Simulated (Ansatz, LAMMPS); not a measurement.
# Ionic liquid MMIM+ FSI- with water, from a frame at 350 K (131 atoms): geometry optimisation

Wanted: the relaxed structure of ionic liquid MMIM+ FSI- with water, from a frame at 350 K (131 atoms) and its electronic structure.

Main program and level: Ansatz 0.2.0; Kohn-Sham DFT, PBE+D3(BJ), PAW (set soft_2), plane waves.

## Step 1: The starting structure

The cell holds 131 atoms: 25 C, 15 N, 49 H, 10 S, 22 O and 10 F. Its edges and angles: a = 11.686 Å, b = 11.686 Å, c = 11.686 Å, α = 90.0°, β = 90.0°, γ = 90.0°. 5 MMIM+, 5 FSI-, 2 H2O placed at random, at 1.48 g/cm³; overlaps pushed apart, then 10 ps at 700 K with MMFF94 bonds, angles, torsions, charges and radii (Halgren, J. Comput. Chem. 17, 490 (1996)) in harmonic and 12-6 forms; SPC/E water (Berendsen, Grigera and Straatsma, J. Phys. Chem. 91, 6269 (1987)); charges of ions scaled by 0.8. Snapshot after 30 ps at 350 K and fixed volume.

What the set-up can't give: The network of contacts between molecules at the start is that of the classical potential that made the cell. The density was typed from a rule of thumb and may lie off the real one at this temperature. Only the Γ point is sampled, in a cell whose shortest periodic width is 12 Å.

## Step 2: Single point at the start

The forces at the start show how far the geometry lies from a minimum of this functional.

Input file input.yaml:

```yaml
crystal:
  lattice:
    - [11.68592, 0.0, 0.0]
    - [0.0, 11.68592, 0.0]
    - [0.0, 0.0, 11.68592]
  atoms:
    - { symbol: C, position: [0.6391, 0.83964, 0.9256] }
    - { symbol: "N", position: [0.62515, 0.84628, 0.04818] }
    - { symbol: C, position: [0.7067, 0.82028, 0.12818] }
    - { symbol: C, position: [0.6564, 0.84849, 0.23263] }
    [... 121 atom lines left out ...]
    - { symbol: O, position: [0.15323, 0.2336, 0.20552] }
    - { symbol: H, position: [0.22904, 0.19605, 0.19264] }
    - { symbol: H, position: [0.15297, 0.31076, 0.16853] }
    - { symbol: O, position: [0.6535, 0.51652, 0.33888] }
    - { symbol: H, position: [0.59062, 0.4624, 0.31793] }
    - { symbol: H, position: [0.70341, 0.53002, 0.27068] }
kpoints:
  mp_grid: { grid: [1, 1, 1] }
hamiltonian:
  xc: pbe
  dispersion: d3bj
scf:
  occupations: { method: fixed }
output:
  forces: true
  stress: true
  populations: true
  dos:
    method: { smearing: { sigma: 0.1 } }
    de: 0.1
    projected: { site_lists: { C: [C], F: [F], H: [H], "N": ["N"], O: [O] } }
  eigenvalues: true
```

Launch:

```console
$ ansatz run input.yaml --threads 4 --pin off --max-ram 8192MiB --backend cpu --events-out ev --progress --plain --runs-dir out
```

Elapsed: 13 s, on 4 threads of Intel Xeon Platinum 8559C (Emerald Rapids), shared host; peak memory 2.1 GiB; 46 s of CPU time.

Read from the output:

```
free energy                                      : -42384.4938 eV
free energy per atom                             : -323.5458 eV/atom
SCF cycles                                       : 11
pressure                                         : 1.707 GPa
r.m.s. force component                           : 1.094 eV/Å
longest force                                    : 5.765 eV/Å
Fermi energy                                     : 0.6818 eV
gap (highest filled to lowest empty level) : 3.106 eV
spilling of the projection                       : 0.01799
```

The r.m.s. force component of 1.1 eV/Å and the pressure of 1.7 GPa set the starting point.

Neighbours are counted within 1.34 Å (H-C), 1.21 Å (H-O), 1.77 Å (C-C), 1.79 Å (C-N), 1.88 Å (O-S), 2.02 Å (N-S), 1.98 Å (F-S).

Length of the force by element and coordination:

```
element  coordination  atoms  mean length of the force (eV/Å)  spread  least   most
      C           all     25                             1.80   0.802  0.487   4.16
      C             3     15                             1.47   0.550  0.487   2.39
      C             4     10                             2.30   0.856  0.971   4.16
      F           all     10                             1.51   0.713  0.791   3.34
      H           all     49                             1.08   0.593  0.228   3.13
      N           all     15                             1.89   0.948  0.660   4.33
      N             2      5                             1.74    1.37  0.660   4.33
      N             3     10                             1.97   0.623   1.09   3.13
      O           all     22                             1.29   0.789  0.225   3.90
      O             1     20                             1.38   0.770  0.297   3.90
      O             2      2                            0.391   0.166  0.225  0.557
      S           all     10                             3.78    1.05   1.88   5.76
```

## Step 3: Relaxation

With the cell held, the atoms are moved downhill towards a nearby minimum.

input.yaml, the sections that differ from step 2:

```yaml
output:
  forces: true
relax:
  f_tol: 0.05
  max_steps: 200
# crystal, kpoints, hamiltonian, scf: as in step 2
```

Elapsed: 8.3 min, on 4 threads; peak memory 1.9 GiB.

Step by step (22 of 83):

```
step  energy less that of the first step (eV)  largest force component (eV/Å)
   1                                   0.0000                          5.7174
   5                                  -7.8336                          2.5927
   9                                  -8.3987                          0.6656
  13                                  -8.5455                          0.5862
  17                                  -8.4189                          0.6785
  21                                  -8.6640                          0.1913
  24                                  -8.6863                          0.0614
  28                                  -8.7234                          0.2877
  32                                  -8.7764                          0.0774
  36                                  -8.8130                          0.2458
  40                                  -8.8372                          0.1875
  44                                  -8.8503                          0.1344
  48                                  -8.8606                          0.1576
  52                                  -8.8708                          0.1742
  56                                  -8.8841                          0.2622
  60                                  -8.9069                          0.1294
  63                                  -8.9181                          0.1163
  67                                  -8.9301                          0.3129
  71                                  -8.9463                          0.3355
  75                                  -8.9670                          0.2886
  79                                  -8.9640                          0.3220
  83                                  -8.9867                          0.0320
```

Relaxation steps 17, 22, 31, 49, 54, 79, 81 were tried and not accepted.

The atoms that moved most (Å):

```
atom      dx      dy      dz  length
N108  -1.221   2.009  -0.425   2.389
 H61   1.350   1.150   1.013   2.042
 H74  -1.347  -0.745  -1.089   1.885
 H60   0.925   1.356   0.904   1.874
F112   0.835   1.406  -0.871   1.853
 H62  -0.473   0.498   1.691   1.825
 H24  -0.332  -0.218   1.758   1.803
O115   0.528   1.674   0.171   1.764
```

The relaxation changed the energy by -68.6 meV/atom, and atoms moved by 1.1 Å r.m.s., 2.4 Å at most.

## Step 4: Distances and neighbours after relaxation

Bonds before and after, by the cutoffs listed below:

```
pair  bonds before  bonds after  mean before (Å)  mean after (Å)  spread before (Å)  spread after (Å)
 H-C            45           45            1.087           1.090              0.031             0.005
 H-O             4            4            1.000           0.976              0.000             0.003
 C-C             5            5            1.372           1.367              0.016             0.001
 C-N            30           30            1.392           1.395              0.052             0.050
 O-S            20           20            1.452           1.444              0.022             0.004
 N-S            10           10            1.570           1.585              0.036             0.010
 F-S            10           10            1.595           1.623              0.035             0.012
```

Density 1.48 g/cm³, 12.18 Å³ an atom.

g(r), total and by pair (bins of 0.2 Å):

```
r (Å)  total   H-H    H-C   H-O   H-N   H-F   H-S
 0.90   0.31  0.00   0.00  2.48  0.00  0.00  0.00
 1.10   2.88  0.00  20.20  0.00  0.00  0.00  0.00
 1.30   1.01  0.00   0.00  0.00  0.00  0.00  0.00
 1.50   1.43  0.46   0.00  0.00  0.00  0.00  0.00
 1.70   0.94  4.70   0.00  0.00  0.00  0.00  0.00
 1.90   0.09  0.32   0.00  0.33  0.00  0.00  0.00
 2.10   0.97  0.00   0.00  0.52  9.63  0.00  0.00
 2.30   0.61  0.00   1.04  0.98  0.00  0.49  0.00
 2.50   1.41  1.08   0.23  1.72  0.14  0.82  0.00
 2.70   0.68  1.28   1.01  1.88  0.34  0.88  0.00
 2.90   0.74  1.08   2.22  0.70  0.42  1.20  0.47
 3.10   0.82  0.93   0.86  0.80  0.54  0.67  1.86
 3.30   1.34  0.77   2.25  1.41  0.96  1.06  1.42
 3.50   0.74  0.60   0.46  0.58  0.49  1.58  2.02
 3.70   0.94  0.93   0.64  0.65  0.64  1.23  1.51
 3.90   1.03  1.03   0.94  1.27  1.42  1.20  1.60
 4.10   1.08  0.60   1.22  1.23  1.60  1.08  1.22
 4.30   0.99  1.19   0.98  1.31  1.32  0.70  0.77
 4.50   1.04  0.81   0.69  0.78  0.98  1.29  1.28
 4.70   1.08  1.01   0.92  1.36  0.70  1.46  1.18
 4.90   1.02  0.97   0.54  1.04  1.48  1.08  1.34
 5.10   0.99  1.14   1.06  0.90  0.83  1.15  1.39
 5.30   1.04  1.01   1.12  0.90  1.08  1.24  0.82
 5.50   1.00  0.93   0.95  1.05  0.63  0.94  1.16
 5.70   1.03  1.12   1.21  0.93  1.09  0.75  0.96
```

Bonds by pair of elements; cutoffs follow the first minimum of g(r), held within bounds set by covalent radii, and pairs that aren't listed don't count as bonded:

```
pair A-B  cutoff (Å)  bonds  mean length (Å)  spread (Å)  shortest (Å)  B about A  A about B
     H-C        1.34     45             1.09       0.005          1.08      0.918        1.8
     H-O        1.21      4            0.976       0.003         0.971      0.082      0.182
     C-C        1.77      5             1.37       0.001          1.37        0.4        0.4
     C-N        1.79     30             1.40        0.05          1.34        1.2          2
     O-S        1.88     20             1.44       0.004          1.44      0.909          2
     N-S        1.98     10             1.58        0.01          1.56      0.667          1
     F-S        1.98     10             1.62       0.012          1.60          1          1
```

How many atoms have how many bonded neighbours:

```
element  mean   1  2   3   4
      C   3.4   0  0  15  10
      F     1  10  0   0   0
      H     1  49  0   0   0
      N  2.67   0  5  10   0
      O  1.09  20  2   0   0
      S     4   0  0   0  10
```

Bond angles (no mean is given where the spread exceeds 20°):

```
angle  count  mean (°)  spread (°)
H-C-N     50       115         7.4
H-C-H     30       110         0.7
C-N-C     30       120         7.8
F-S-O     20       104         0.7
N-S-O     20       113         4.1
```

Bond length by coordination (bonds to H left out):

```
element  coordination  atoms  mean bond length (Å)
      C             3     15                  1.36
      C             4     10                  1.46
      N             2      5                  1.58
      N             3     10                  1.40
      O             1     20                  1.44
```

Rings of the network by King's shortest-path rule, up to 12 atoms, one path for each pair of neighbours; H, halogens, alkali and alkaline-earth atoms are left out, and the last column divides by all other atoms, bonded or not:

```
ring size (atoms)  rings  per network atom
                5      5             0.069
```

With the cutoffs above, 60 % of C atoms have 3, all F atoms have 1, all H atoms have 1 and 67 % of N atoms have 3 bonded neighbours. The H-C-N angle averages 115° with a spread of 7°. All rings counted have 5 atoms.

## Step 5: Single point at the relaxed geometry

The electronic structure is read at the final geometry, in a run of its own.

Input file input.yaml:

```yaml
crystal:
  lattice:
    - [11.68592, 0.0, 0.0]
    - [0.0, 11.68592, 0.0]
    - [0.0, 0.0, 11.68592]
  atoms:
    - { symbol: C, position: [0.60734, 0.81478, 0.93555] }
    - { symbol: "N", position: [0.60463, 0.83788, 0.05828] }
    - { symbol: C, position: [0.68025, 0.79534, 0.13862] }
    - { symbol: C, position: [0.64358, 0.83249, 0.24321] }
    [... 121 atom lines left out ...]
    - { symbol: O, position: [0.15119, 0.20276, 0.17586] }
    - { symbol: H, position: [0.23158, 0.17994, 0.17327] }
    - { symbol: H, position: [0.15269, 0.283, 0.15197] }
    - { symbol: O, position: [0.66526, 0.48148, 0.26571] }
    - { symbol: H, position: [0.59296, 0.44427, 0.28263] }
    - { symbol: H, position: [0.65644, 0.5005, 0.18474] }
kpoints:
  mp_grid: { grid: [1, 1, 1] }
hamiltonian:
  xc: pbe
  dispersion: d3bj
scf:
  occupations: { method: fixed }
output:
  forces: true
  stress: true
  populations: true
  dos:
    method: { smearing: { sigma: 0.08 } }
    de: 0.1
    projected: { site_lists: { C: [C], F: [F], H: [H], "N": ["N"], O: [O] } }
  eigenvalues: true
  write_density: true
  write_potential: true
  volumetric_format: npy
  elf: true
```

The job ended after 13 s (4 threads; peak memory 2.1 GiB).

The program notes that the exchange-correlation potential is rough where the density is thin.

The run gave:

* free energy: -42393.4804 eV
* free energy per atom: -323.6144 eV/atom
* SCF cycles: 10
* pressure: -0.02458 GPa
* r.m.s. force component: 0.00694 eV/Å
* longest force: 0.03572 eV/Å
* Fermi energy: -0.3255 eV
* gap (highest filled to lowest empty level): 4.509 eV
* spilling of the projection: 0.0177

Löwdin charges by element and coordination (they lack the spilled electrons, 0.066 e an atom on average):

```
element  coordination  atoms  mean charge (e)  spread    least    most
      C           all     25           -0.148   0.168   -0.348  0.0862
      C             3     15          -0.0177  0.0656  -0.0709  0.0862
      C             4     10           -0.345  0.0028   -0.348  -0.339
      F           all     10           -0.415  0.0116   -0.428  -0.394
      H           all     49            0.247   0.046    0.210   0.407
      N           all     15           -0.252   0.444   -0.904  0.0671
      N             2      5           -0.881  0.0122   -0.904  -0.871
      N             3     10            0.062  0.0038   0.0551  0.0671
      O           all     22           -0.720  0.0122   -0.745  -0.690
      O             1     20           -0.718  0.0109   -0.733  -0.690
      O             2      2           -0.740  0.0051   -0.745  -0.735
      S           all     10             2.40  0.0058     2.39    2.40
```

Density of states as counts of states in windows of 1 eV (from the Fermi level), total and the larger projections:

```
from (eV)  to (eV)  total   O p   C p   F p  N p  H s  C s
      -14      -13   10.4   0.0   1.0   0.0  2.8  1.2  4.9
      -13      -12    9.5   0.0   0.2   0.0  3.5  1.4  4.3
      -12      -11   20.0   0.4   0.6   0.9  4.8  2.5  4.3
      -11      -10    0.0   0.0   0.0   0.0  0.0  0.0  0.0
      -10       -9   17.2   0.5   4.0   2.1  4.0  1.6  2.0
       -9       -8   19.7   1.1   3.2   5.0  1.6  1.5  1.9
       -8       -7   13.1   0.4   4.2   1.4  1.6  2.5  1.3
       -7       -6   35.6  10.9   4.9   3.3  5.4  1.6  0.1
       -6       -5   53.4   8.7  15.9   4.9  8.4  8.0  1.2
       -5       -4   47.8   6.9   9.9  20.6  3.3  4.0  0.2
       -4       -3   53.2  12.2  16.6   9.0  3.6  8.3  0.1
       -3       -2   35.2  23.3   1.3   3.5  3.5  0.6  0.1
       -2       -1   44.7  27.9   2.7   2.9  8.1  1.5  0.0
       -1        0   31.7  12.7   9.4   0.7  7.7  0.2  0.0
        0        1    0.4   0.3   0.1   0.0  0.0  0.0  0.0
        1        4    0.0   0.0   0.0   0.0  0.0  0.0  0.0
        4        5    9.9   0.0   5.2   0.0  3.4  0.5  0.0
```

The curve was stored every 0.10 eV, coarse against its broadening of 0.08 eV, so these counts are rough.

With fixed occupations the program's Fermi level is the highest filled level; weight inside the gap is the broadening of levels at its edges.

Between -26 and -14 eV lie 94 more states.

Not all projections were asked for or kept, so they needn't add up to the total.

The levels nearest the highest filled one (over half full), pooled over k-points and spins:

```
level less the highest filled one (eV)  occupation
                                -0.270           2
                                -0.268           2
                                -0.247           2
                                -0.184           2
                                -0.145           2
                                     0           2
                                  4.51           0
                                  4.69           0
                                  4.71           0
                                  4.81           0
                                  4.96           0
                                  5.21           0
```

Mean Löwdin charges: C -0.15, F -0.41, H +0.25, N -0.25, O -0.72, S +2.40 e (they miss 1.8 % of the electrons, so they add up to more than the cell's charge). The largest share in the top eV of filled states is O p (41 % of the projected weight), and in the lowest eV of empty states C p (60 % of the projected weight).

## Step 6: What came out

- energy change in the relaxation: -68.6 meV/atom
- r.m.s. displacement: 1.053 Å
- largest displacement: 2.389 Å
- free energy per atom: -323.6144 eV/atom
- pressure: -0.02458 GPa
- r.m.s. force component: 0.00694 eV/Å
- gap (highest filled to lowest empty level): 4.509 eV
- wall time of the 4 DFT runs, those left out included: 8.9 min

Relaxation lowers the energy by 68.6 meV/atom and moves atoms by 1.1 Å r.m.s.; the r.m.s. force component goes from 1.1 to 0.0069 eV/Å, the pressure goes from 1.7 to -0.025 GPa, and the gap from 3.11 to 4.51 eV. By the final cutoffs no bond was broken or made. First to last step the energy falls by 8.987 eV; the largest move, 2.39 Å, is that of N108. The F-S bonds go from 1.595 Å (spread 0.035) to 1.623 Å (spread 0.012). With the cutoffs above, 60 % of C atoms have 3, all F atoms have 1, all H atoms have 1 and 67 % of N atoms have 3 bonded neighbours. Filled and empty levels are parted by 4.51 eV (at Γ alone); a semilocal functional tends to put such gaps too low. In a disordered cell it changes from sample to sample and from frame to frame.

Caveats: The network of contacts between molecules at the start is that of the classical potential that made the cell; in DFT atoms moved by 1.1 Å r.m.s.

[Logs are printed without paths, hosts, clocks, repeated set-up lines and the standing remarks that a program may print on its own settings, such as how far it seeks lower states.]

[Hosts, paths, dates, database ids (printed as entryN), source tags and the programs' standing remarks are cut or masked in the printed files.]

[The MMFF94 radii named for the starting cell were scaled by 0.96; in molecules described by MMFF94, hydrogen bound to N, O or S took a small fixed 12-6 site in their place.]
